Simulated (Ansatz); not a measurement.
**Mo2C(OH)2 MXene monolayer in a perpendicular field**

What dipole does a perpendicular field induce in the Mo2C(OH)2 MXene monolayer? A positive field points along +c.

Program: Ansatz 0.2.0. Level of theory: plane-wave DFT, PBE-D3(BJ), Ansatz PAW (set soft_1); PAW set soft_1. Results are calculated unless marked as measured.

**1. The structure**

The cell holds 7 atoms: 2 H, 2 O, 2 Mo and 1 C. Cell: a = 3.025 Å, b = 3.025 Å, c = 43.979 Å, α = 90.0°, β = 90.0°, γ = 120.0°. Vacuum lies along c.

**2. Relaxing the slab**

The starting cell is a guess, so the in-plane lattice and the atoms are relaxed first, with the slab cut off from its images along the normal.

The input, input.yaml:

```yaml
crystal:
  lattice:
    - [3.024736, 0.0, 0.0]
    - [-1.512368, 2.6194982157, 0.0]
    - [0.0, 0.0, 43.9790393164]
  atoms:
    - { symbol: H, position: [0.3333333333, 0.6666666667, 0.4263394629] }
    - { symbol: O, position: [0.3333333333, 0.6666666667, 0.4486228055] }
    - { symbol: Mo, position: [0.6666666667, 0.3333333333, 0.4728625214] }
    - { symbol: C, position: [0.0, 0.0, 0.5] }
    - { symbol: Mo, position: [0.3333333333, 0.6666666667, 0.5271374786] }
    - { symbol: O, position: [0.6666666667, 0.3333333333, 0.5513771945] }
    - { symbol: H, position: [0.6666666667, 0.3333333333, 0.5736605371] }
  periodic: [true, true, false]
kpoints:
  mp_grid: { grid: [12, 12, 1] }
hamiltonian:
  xc: pbe
  dispersion: d3bj
  pseudopotentials: { kind: paw, azcp: { folder: soft_1 } }
scf:
  occupations: { method: fermi_dirac, width: 0.05 }
  convergence: { dr2_threshold: 1.0e-09 }
relax:
  f_tol: 0.004
  max_steps: 90
  cell: {}
output:
  write_potential: true
  write_density: true
  volumetric_format: npy
```

Launch:

```bash
> ansatz run input.yaml --threads 2 --pin off --max-ram 3072MiB --backend cpu --events-out ev --progress --plain --runs-dir out
```

Numbers of over 12 decimals in the logs are rounded to 6 here.

What it wrote:

```text
Warning: relax.cell: scf.convergence.dr2_threshold = 1e-9 eV is looser than the 2.57771121063e-10 eV advised for a relaxation that steers and ends on the stress (1e-10 eV for each atom of the cell: 7, times the square of relax.cell.stress_2d_tol = 0.05 N/m over 16.5 Å (the atoms' height at the walk's start and 5 Å past either face), 3.034e-2 GPa, over a crystal's default 0.05). What an SCF threshold leaves in a stress goes as its square root, and in the free energy as the threshold itself, and one threshold admits the most on a small cell: [figures from the program's tests cut] Set scf.convergence.dr2_threshold to 2.57771121063e-10 eV or tighter. [rest of the remark cut]
Engine: ansatz 0.2.0, aarch64-unknown-linux-gnu
Pseudopotentials: kind: paw
Pseudopotential: H, paw, valence charge 1, recommended cutoff 420 eV (normal), soft_1/H.paw.azcp
Pseudopotential: O, paw, valence charge 6, recommended cutoff 420 eV (normal), soft_1/O.paw.azcp
Pseudopotential: Mo, paw, valence charge 14, recommended cutoff 420 eV (normal), soft_1/Mo.paw.azcp
Pseudopotential: C, paw, valence charge 4, recommended cutoff 420 eV (normal), soft_1/C.paw.azcp
Functional definition: PBE
  parameter kappa = 0.804
  parameter beta = 0.066725
  exchange = pbe_x(kappa = kappa, mu = beta*pi^2/3)
  correlation = pbe_c(beta = beta)
Crystal: 7 atoms, lattice volume = 348.459 Å³
Basis set: ecut = 420 eV, 6687 PW (Γ), exchange–correlation on 48×48×600 points (8 copies of the dense FFT grid, shifted against one another)
Bands: 30, of which v1, the nominal top of the filled ones, is band 23 counted from 1 (22 counted from 0)
Symmetry: 12 space group operations
Space group: P-3m1 (ITA 164), of the structure as read, at distance tolerance 7.0e-5 Å
k-points: 19 of 144
Non-local potential: H, projectors of the file, l = 0: 2, l = 1: 1
Non-local potential: O, projectors of the file, l = 0: 2, l = 1: 2, l = 2: 1
Non-local potential: Mo, projectors of the file, l = 0: 3, l = 1: 2, l = 2: 2, l = 3: 1
Non-local potential: C, projectors of the file, l = 0: 2, l = 1: 2, l = 2: 1
PAW form: soft (Blöchl's): semilocal exchange-correlation on the pseudo side does not see the compensation charge
PAW one-centre angular grid: H, 110 points (default); XC on 64 Gauss nodes
PAW one-centre angular grid: O, 110 points (default); XC on 64 Gauss nodes
PAW one-centre angular grid: Mo, 590 points (default); XC on 64 Gauss nodes
PAW one-centre angular grid: C, 110 points (default); XC on 64 Gauss nodes
Initial density: superposition of atomic densities (neutral atoms: chi_scale 0, normalization atom)
Initial wavefunctions: pseudopotential atomic-orbital guess
Functional: x = pbe(κ = 0.804, μ = 0.219515), c = pbe(β = 0.066725)
SCF iter   1: F=—  HF=-11336.692388 eV  |F-HF|=—  |Δ(HF+E_count)|=         —  Δρ=8.18e-2  dr2=3.60e1  ethr=3.10e-3  ⟨swp⟩=17.4  Hψ=4707  notcnv=0
preconditioner: auto → LDOS  [metal: Δε(μ)=0.055 eV  Ē_g=10.557 eV  σ=0.050 eV  W_gap=0.27  n_scr=26 (ndim 8)  ℏωp=10.1 eV  f_vac=0.792  D(μ)=3.50/eV (n_scr^D=18)  β→1.0]
SCF iter   2: F=—  HF=-11344.758275 eV  |F-HF|=—  |Δ(HF+E_count)|=    8.07e0  Δρ=9.22e-2  dr2=1.18e3  ethr=3.10e-3  ⟨swp⟩=17.1  Hψ=4323  notcnv=0  defer=30  recentre
SCF iter   3: F=—  HF=-11330.355470 eV  |F-HF|=—  |Δ(HF+E_count)|=    1.44e1  Δρ=3.78e-2  dr2=9.74e0  ethr=3.10e-3  ⟨swp⟩=9.6  Hψ=3386  notcnv=0  defer=34
SCF iter   4: F=—  HF=-11328.705924 eV  |F-HF|=—  |Δ(HF+E_count)|=    1.65e0  Δρ=8.03e-3  dr2=1.62e0  ethr=3.10e-3  ⟨swp⟩=8.8  Hψ=2477  notcnv=0  defer=10
SCF iter   5: F=—  HF=-11328.904448 eV  |F-HF|=—  |Δ(HF+E_count)|=   1.99e-1  Δρ=2.37e-3  dr2=1.06e0  ethr=3.10e-3  ⟨swp⟩=3.5  Hψ=906  notcnv=0  defer=7
SCF iter   6: F=—  HF=-11328.691009 eV  |F-HF|=—  |Δ(HF+E_count)|=   2.13e-1  Δρ=1.80e-3  dr2=7.84e-1  ethr=2.30e-3  ⟨swp⟩=2.7  Hψ=715  notcnv=0  defer=4
SCF iter   7: F=—  HF=-11328.337994 eV  |F-HF|=—  |Δ(HF+E_count)|=   3.53e-1  Δρ=1.30e-3  dr2=2.01e-1  ethr=1.71e-3  ⟨swp⟩=4.7  Hψ=894  notcnv=0  defer=5
SCF iter   8: F=—  HF=-11328.200760 eV  |F-HF|=—  |Δ(HF+E_count)|=   1.37e-1  Δρ=9.35e-4  dr2=2.28e-2  ethr=4.38e-4  ⟨swp⟩=5.6  Hψ=1133  notcnv=0  defer=13
SCF iter   9: F=—  HF=-11328.201008 eV  |F-HF|=—  |Δ(HF+E_count)|=   2.48e-4  Δρ=5.39e-4  dr2=1.44e-2  ethr=4.96e-5  ⟨swp⟩=3.7  Hψ=1138  notcnv=0  defer=5
SCF iter  10: F=—  HF=-11328.195073 eV  |F-HF|=—  |Δ(HF+E_count)|=   5.93e-3  Δρ=1.62e-4  dr2=4.47e-4  ethr=3.13e-5  ⟨swp⟩=5.1  Hψ=1037  notcnv=0  defer=4
SCF iter  11: F=—  HF=-11328.195303 eV  |F-HF|=—  |Δ(HF+E_count)|=   2.30e-4  Δρ=1.21e-4  dr2=1.34e-4  ethr=9.72e-7  ⟨swp⟩=3.7  Hψ=1332  notcnv=0  defer=3
SCF iter  12: F=—  HF=-11328.195308 eV  |F-HF|=—  |Δ(HF+E_count)|=   4.44e-6  Δρ=5.39e-5  dr2=8.19e-5  ethr=2.91e-7  ⟨swp⟩=3.4  Hψ=1170  notcnv=0  defer=3
SCF iter  13: F=—  HF=-11328.195355 eV  |F-HF|=—  |Δ(HF+E_count)|=   4.69e-5  Δρ=1.86e-5  dr2=5.97e-6  ethr=1.78e-7  ⟨swp⟩=1.7  Hψ=620  notcnv=0  defer=3
SCF iter  14: F=—  HF=-11328.195352 eV  |F-HF|=—  |Δ(HF+E_count)|=   2.98e-6  Δρ=6.35e-6  dr2=2.28e-7  ethr=1.30e-8  ⟨swp⟩=3.8  Hψ=1179  notcnv=0  defer=3
SCF iter  15: F=—  HF=-11328.195323 eV  |F-HF|=—  |Δ(HF+E_count)|=   2.90e-5  Δρ=3.27e-6  dr2=1.08e-7  ethr=4.96e-10  ⟨swp⟩=3.7  Hψ=1323  notcnv=0  defer=3
SCF iter  16: F=—  HF=-11328.195323 eV  |F-HF|=—  |Δ(HF+E_count)|=   3.43e-8  Δρ=5.47e-7  dr2=4.88e-9  ethr=2.35e-10  ⟨swp⟩=3.8  Hψ=1195  notcnv=0  defer=2
SCF iter  17: F=-11328.195323 eV  HF=-11328.195323 eV  |F-HF|=2.38e-9  |Δ(HF+E_count)|=   1.46e-8  Δρ=1.63e-7  dr2=2.30e-10  ethr=2.17e-12  ⟨swp⟩=12.5  Hψ=5475  notcnv=0
SCF 1 converged in 17 iterations: F = -11328.195323 eV  dr2 = 2.30e-10
  greatest PAW one-centre occupation: 0.999 electrons in one spin orbital (limit 2), on the Mo atom at site 4 (counted from 0), in its partial waves of l = 0
relax step   1: F+E_penalty+E_count = -11328.19532284 eV  Δ(F+E_penalty+E_count) = +0.000e0 eV  max|allowed force component| = 4.017e0 eV/Å  Δτ_max = 0.0000 Å  P = +18.767 N/m  Ω = 348.459 Å³  fix = [c, alpha, beta]  reactions: c +0.000 N/m  (17 SCF iters, accepted)
Crystal: 7 atoms, lattice volume = 354.237 Å³
Basis set: ecut = 420 eV, 6867 PW (Γ), exchange–correlation on 48×48×600 points (8 copies of the dense FFT grid, shifted against one another)
Initial density: handed on by an earlier stage of this run
Initial wavefunctions: those handed on with the density
SCF iter   1: F=—  HF=-11329.621147 eV  |F-HF|=—  |Δ(HF+E_count)|=         —  Δρ=2.02e-2  dr2=1.75e0  ethr=3.10e-3  ⟨swp⟩=13.9  Hψ=3419  notcnv=0
[...]
SCF 3 converged in 10 iterations: F = -11329.681188 eV  dr2 = 3.93e-10
relax step   3: F+E_penalty+E_count = -11329.68118786 eV  Δ(F+E_penalty+E_count) = -2.692e-1 eV  max|allowed force component| = 5.503e-1 eV/Å  Δτ_max = 0.1560 Å  P = -0.748 N/m  Ω = 343.652 Å³  energy of the carried Pulay correction = +2.084e-3 eV  fix = [c, alpha, beta]  reactions: c -0.000 N/m  (10 SCF iters, accepted)
[... from here on, the SCF cycles and remarks between the steps are left out ...]
relax step   4: F+E_penalty+E_count = -11329.70805892 eV  Δ(F+E_penalty+E_count) = -2.687e-2 eV  max|allowed force component| = 7.667e-1 eV/Å  Δτ_max = 0.1952 Å  P = +0.615 N/m  Ω = 324.464 Å³  energy of the carried Pulay correction = +1.070e-2 eV  fix = [c, alpha, beta]  reactions: c +0.000 N/m  (10 SCF iters, accepted)
relax step   5: F+E_penalty+E_count = -11329.74837620 eV  Δ(F+E_penalty+E_count) = -4.032e-2 eV  max|allowed force component| = 2.017e-1 eV/Å  Δτ_max = 0.0920 Å  P = -1.139 N/m  Ω = 333.234 Å³  energy of the carried Pulay correction = +6.701e-3 eV  fix = [c, alpha, beta]  reactions: c -0.000 N/m  (11 SCF iters, accepted)
relax step   6: F+E_penalty+E_count = -11329.76118747 eV  Δ(F+E_penalty+E_count) = -1.281e-2 eV  max|allowed force component| = 2.426e-1 eV/Å  Δτ_max = 0.0354 Å  P = -0.533 N/m  Ω = 327.534 Å³  energy of the carried Pulay correction = +9.287e-3 eV  fix = [c, alpha, beta]  reactions: c -0.000 N/m  (9 SCF iters, accepted)
relax step   7: F+E_penalty+E_count = -11329.76342859 eV  Δ(F+E_penalty+E_count) = -2.241e-3 eV  max|allowed force component| = 5.774e-2 eV/Å  Δτ_max = 0.0072 Å  P = +0.251 N/m  Ω = 326.164 Å³  energy of the carried Pulay correction = +9.915e-3 eV  fix = [c, alpha, beta]  reactions: c +0.000 N/m  (9 SCF iters, accepted)
relax step   8: F+E_penalty+E_count = -11329.76334764 eV  Δ(F+E_penalty+E_count) = +8.096e-5 eV  max|allowed force component| = 3.373e-3 eV/Å  Δτ_max = 0.0012 Å  P = -0.023 N/m  Ω = 326.682 Å³  energy of the carried Pulay correction = +9.678e-3 eV  fix = [c, alpha, beta]  reactions: c -0.000 N/m  (7 SCF iters, accepted)
relax step   9: F+E_penalty+E_count = -11329.75647763 eV  Δ(F+E_penalty+E_count) = +6.870e-3 eV  max|allowed force component| = 5.346e-3 eV/Å  Δτ_max = 0.0000 Å  P = -0.200 N/m  Ω = 326.682 Å³  fix = [c, alpha, beta]  reactions: c -0.000 N/m  stress off target by 2.00e-1 N/m on what of the cell is left free  SCF on the basis re-selected at this cell (its energy is not comparable with the rows above)  (6 SCF iters)
relax step  10: F+E_penalty+E_count = -11329.75681200 eV  Δ(F+E_penalty+E_count) = -3.344e-4 eV  max|allowed force component| = 5.691e-3 eV/Å  Δτ_max = 0.0020 Å  P = -0.017 N/m  Ω = 326.139 Å³  energy of the carried Pulay correction = +2.543e-4 eV  fix = [c, alpha, beta]  reactions: c -0.000 N/m  (7 SCF iters, accepted)
relax step  11: F+E_penalty+E_count = -11329.75682652 eV  Δ(F+E_penalty+E_count) = -1.452e-5 eV  max|allowed force component| = 2.980e-4 eV/Å  Δτ_max = 0.0002 Å  P = +0.000 N/m  Ω = 326.112 Å³  energy of the carried Pulay correction = +2.669e-4 eV  fix = [c, alpha, beta]  reactions: c +0.000 N/m  (6 SCF iters, accepted)
iter 1 solved again at ethr=5.96e-8 eV; its pass at ethr=3.10e-3 eV (dr2=2.74e-5 eV) is discarded
SCF iter   1: F=—  HF=-11329.756670 eV  |F-HF|=—  |Δ(HF+E_count)|=         —  Δρ=4.47e-6  dr2=9.53e-9  ethr=5.96e-8  ⟨swp⟩=7.4  Hψ=7182  notcnv=0
preconditioner: auto → LDOS  [metal: Δε(μ)=0.044 eV  Ē_g=9.985 eV  σ=0.050 eV  W_gap=0.22  n_scr=26 (ndim 8)  ℏωp=11.3 eV  f_vac=0.781  D(μ)=3.49/eV (n_scr^D=18)  β→1.0]
SCF iter   2: F=—  HF=-11329.756589 eV  |F-HF|=—  |Δ(HF+E_count)|=   8.16e-5  Δρ=1.20e-6  dr2=3.36e-9  ethr=2.07e-11  ⟨swp⟩=5.5  Hψ=2118  notcnv=0
SCF iter   3: F=-11329.756589 eV  HF=-11329.756589 eV  |F-HF|=9.17e-10  |Δ(HF+E_count)|=   1.15e-9  Δρ=3.68e-7  dr2=4.45e-10  ethr=2.17e-12  ⟨swp⟩=17.5  Hψ=5996  notcnv=0
SCF 12 converged in 3 iterations: F = -11329.756589 eV  dr2 = 4.45e-10
relax step  12: F+E_penalty+E_count = -11329.75658864 eV  Δ(F+E_penalty+E_count) = +2.379e-4 eV  max|allowed force component| = 2.944e-4 eV/Å  Δτ_max = 0.0000 Å  P = -0.004 N/m  Ω = 326.112 Å³  fix = [c, alpha, beta]  reactions: c -0.000 N/m  stress off target by 3.66e-3 N/m on what of the cell is left free  SCF on the basis re-selected at this cell (its energy is not comparable with the rows above)  (3 SCF iters)
basis re-selected at this cell: Δ(F+E_penalty+E_count) = +2.379e-4 eV, ΔP = -0.004 N/m vs the last step (what re-selecting the basis moved, of the pressure what is left beyond the Pulay correction that the steps carried, after the strain that the cell walked since its last selection, with what the two solves' SCF thresholds leave and, on support functions, any second-order correction that the steps lacked; it is no m [...]
SCF converged after 3 iterations
Free energy (F): -11329.756589 eV
Harris-Foulkes:  -11329.756589 eV  (|F-HF|=9.17e-10)
Internal energy: -11329.728221 eV  (E = F + TS)
E sigma→0 (E₀):  -11329.742405 eV
Entropy (-TS):   -0.028368 eV (-4.053 meV/atom)
Fermi energy:    -2.154798 eV
--- Per-component energies (eV) ---
  E_band       = -1022.402605
  E_kinetic    = 1298.266168
  E_local      = -228722.499795  (includes V_loc(G=0)·N_el)
  E_nonlocal   = 428.412879
  E_hartree    = 113545.405849
  E_xc         = -559.434852
  E_vxc        = -701.867874  (∫ρ·V_xc dr)
  E_paw        = -6850.827647  (= ΣΔE_a)
  E_vpaw       = -415.528619  (= ΣTr[D̂ρ^β])
  E_aug_tail   = -0.000312  (compensation charges beyond the density's cutoff)
  E_ewald      = 109532.391534
  E_disp       = -1.442044  (pairwise vdW)
  E_smearing   = -0.028368  (= −TS)
  E_closure    = -0.000000  (closes the sum)
  Σ components = -11329.756589   (vs F -11329.756589, Δ=0.00e0)
--- Forces (eV/Å), atoms counted from 1 ---
  atom   1  H      0.00000000     0.00000000     0.00002823
  atom   2  O      0.00000000     0.00000000     0.00012949
  atom   3  Mo    -0.00000000     0.00000000    -0.00029436
  atom   4  C      0.00000000     0.00000000     0.00000000
  atom   5  Mo     0.00000000    -0.00000000     0.00029436
  atom   6  O     -0.00000000    -0.00000000    -0.00012949
  atom   7  H      0.00000000    -0.00000000    -0.00002823
  max |Σ_I F_I| component: 3.70e-17 eV/Å
--- 2D stress c σ (N/m, compression-positive) ---
       -0.003656       0.000000      -0.000000
        0.000000      -0.003656       0.000000
       -0.000000       0.000000      -0.000000
  P = ½ c Tr σ = -0.0037 N/m
--- Band table (eV; the first three rows and the last of 19) ---
  k-point 0: bands = [... 19 lower, -5.3215, -5.3215, -3.7523, -3.7523, -2.0878, -2.0806, -2.0530, -2.0530, ... 3 higher]
  k-point 1: bands = [... 19 lower, -5.4836, -5.1707, -3.9132, -3.5762, -2.3234, -2.1235, -1.9861, -1.8582, ... 3 higher]
  k-point 2: bands = [... 19 lower, -5.7601, -5.1438, -4.0413, -3.1144, -2.5472, -2.1872, -1.7912, -1.3581, ... 3 higher]
  k-point 18: bands = [... 19 lower, -7.5875, -3.1482, -2.4054, -2.4054, -1.8122, -1.3061, -1.3061, 1.1122, ... 3 higher]
  the weakly bound empty levels are not read free of the cell's end (no_gap_told)
--- Relaxed structure (10 steps of the walk, 10 accepted, 2 SCFs on fresh bases) ---
  F+E_penalty+E_count = -11329.75658864 eV   max|allowed force component| = 2.944e-4 eV/Å   (the final SCF, on the basis selected at the relaxed cell)
  cell:  # Å, volume = 326.1118 Å³
    - [2.926140, 0.0, 0]
    - [-1.463070, 2.534111, 0]
    - [0, 0, 43.9790393164]
  atoms:
    - { symbol: H, position: [0.333333, 0.666667, 0.415358] }
    - { symbol: O, position: [0.333333, 0.666667, 0.437630] }
    - { symbol: Mo, position: [0.666667, 0.333333, 0.470570] }
    - { symbol: C, position: [0, 0, 0.5] }
    - { symbol: Mo, position: [0.333333, 0.666667, 0.529430] }
    - { symbol: O, position: [0.666667, 0.333333, 0.562370] }
    - { symbol: H, position: [0.666667, 0.333333, 0.584642] }
```

Wall time 1.7 min (2 threads of Arm Neoverse V1, shared host); peak memory 0.65 GiB; 3.3 min of CPU time.

This run has no spin polarisation, although Mo can carry a moment.

Relaxation path:

```
step  energy less that of the first step (eV)  largest force component (eV/Å)  volume (Å³)
   1                                   0.0000                          4.0171       348.46
   2                                  -1.2167                          1.4267       354.24
   3                                  -1.4859                          0.5503       343.65
   4                                  -1.5127                          0.7667       324.46
   5                                  -1.5531                          0.2017       333.23
   6                                  -1.5659                          0.2426       327.53
   7                                  -1.5681                          0.0577       326.16
   8                                  -1.5680                          0.0034       326.68
  9*                                  -1.5612                          0.0053       326.68
  10                                  -1.5615                          0.0057       326.14
  11                                  -1.5615                          0.0003       326.11
 12*                                  -1.5613                          0.0003       326.11
```

Relaxation steps marked * repeat the geometry before them on a plane-wave basis chosen anew for their cell, so energy and pressure can jump there.

The run keeps the 12 symmetry operations that it works with, so distortions that break them were not tested.

```
cell as run  before  after  change
      a (Å)   3.025  2.926  -3.3 %
      b (Å)   3.025  2.926  -3.3 %
```

The atoms that moved most (Å, along periodic axes as changes of fractional coordinates times the final cell, across vacuum about the mean position):

```
atom     dx     dy      dz  length
  O6  0.000  0.000   0.483   0.483
  O2  0.000  0.000  -0.483   0.483
  H1  0.000  0.000  -0.483   0.483
  H7  0.000  0.000   0.483   0.483
 Mo3  0.000  0.000  -0.101   0.101
 Mo5  0.000  0.000   0.101   0.101
```

Numbers from this step:

| Quantity | Value |
| --- | --- |
| energy at zero smearing | -11329.7424 eV |

The lattice constant a goes from 3.025 to 2.926 Å.

(Continued in part 2 of 2.)

[Logs are printed without paths, hosts, clocks, repeated set-up lines and the standing remarks that a program may print on its own settings, such as how far it seeks lower states.]

[Hosts, paths, dates, database ids (printed as entryN), source tags and the programs' standing remarks are cut or masked in the printed files.]

[Maps of the electrostatic potential energy from Ansatz leave out the sawtooth potential of an applied field or a dipole correction, so their vacuum need not be flat; planar profiles and work functions include it.]
